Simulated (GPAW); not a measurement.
BAs (F-43m): refractive index against wavelength

The refractive index of BAs (F-43m) below the direct gap (3.29 eV on the mesh) is read from one computed spectrum, n = √(Re ε).

Symmetry: F-43m, No. 216, cubic system. The conventional cell has a = 4.777 Å, b = 4.777 Å, c = 4.777 Å, α = 90.00°, β = 90.00°, γ = 90.00°. As on site c is surrounded by 4 B at 2.07 Å. Around B on site a lie 4 As at 2.07 Å.

Method: GPAW 26.7.0, PBE, RPA, k-mesh 12×12×12, local fields up to 60 eV, Lorentzian half width 0.15 eV.

Launch of the response step: `OMP_NUM_THREADS=1 python df.py`. The run took 37 s, its band step included, on 1 thread of Arm Neoverse V2, on a shared host.

```
wavelength (nm)  photon energy E (eV)       n
           1550                 0.800  3.0956
           1310                 0.946  3.1079
           1064                 1.165       ?
            850                 1.459  3.1707
            700                 1.771  3.2267
            633                 1.959  3.2687
            532                 2.331  3.3755
```

In the single-oscillator model n² − 1 = E₀E_d/(E₀² − E²), so 1/(n² − 1) = E₀/E_d − E²/(E₀E_d) is linear in E².

Working, on the rows shown:

| x = E² (eV²) | y = 1/(n² − 1) |
| --- | --- |
| 0.639837 | 0.116513 |
| 0.895757 | 0.115486 |
| 2.12762 | 0.110456 |
| 3.13716 | 0.106252 |
| 3.83641 | 0.103259 |
| 5.43137 | 0.0962093 |

Means: x̄ = 2.678, ȳ = 0.10803. Σ(x − x̄)(y − ȳ) = -0.0708, Σ(x − x̄)² = 16.77. Slope = -0.0708 / 16.77 = -0.004223; intercept = ȳ − slope · x̄ = 0.11934. Turned back into n, the line misses the rows shown by at most 0.0031.

Q: Fill in the last column of the withheld row.

A: At x = 1.3578 the line gives y = 0.1136, that is 3.1309. The run gave 3.1308, so the interpolation is off by 9.4e-05, 0.0 % of the range in the table.

Refitted with all rows, the slope is -0.004223 and the intercept 0.11934. These give E₀ = √(intercept/−slope) = 5.32 eV and E_d = E₀/intercept = 44.5 eV; E₀ is 1.6 times the direct gap. The electronic limit at long wavelengths, without lattice vibrations, is n = √(1 + 1/intercept) = 3.063. Excitons are left out; PBE gaps are as a rule too small. The values come from a sum over the points of one k-mesh and carry its error, which grows as the direct gap shrinks. Spin-orbit coupling is left out.

[Logs are printed without paths, hosts, clocks, repeated set-up lines and the standing remarks that a program may print on its own settings, such as how far it seeks lower states.]
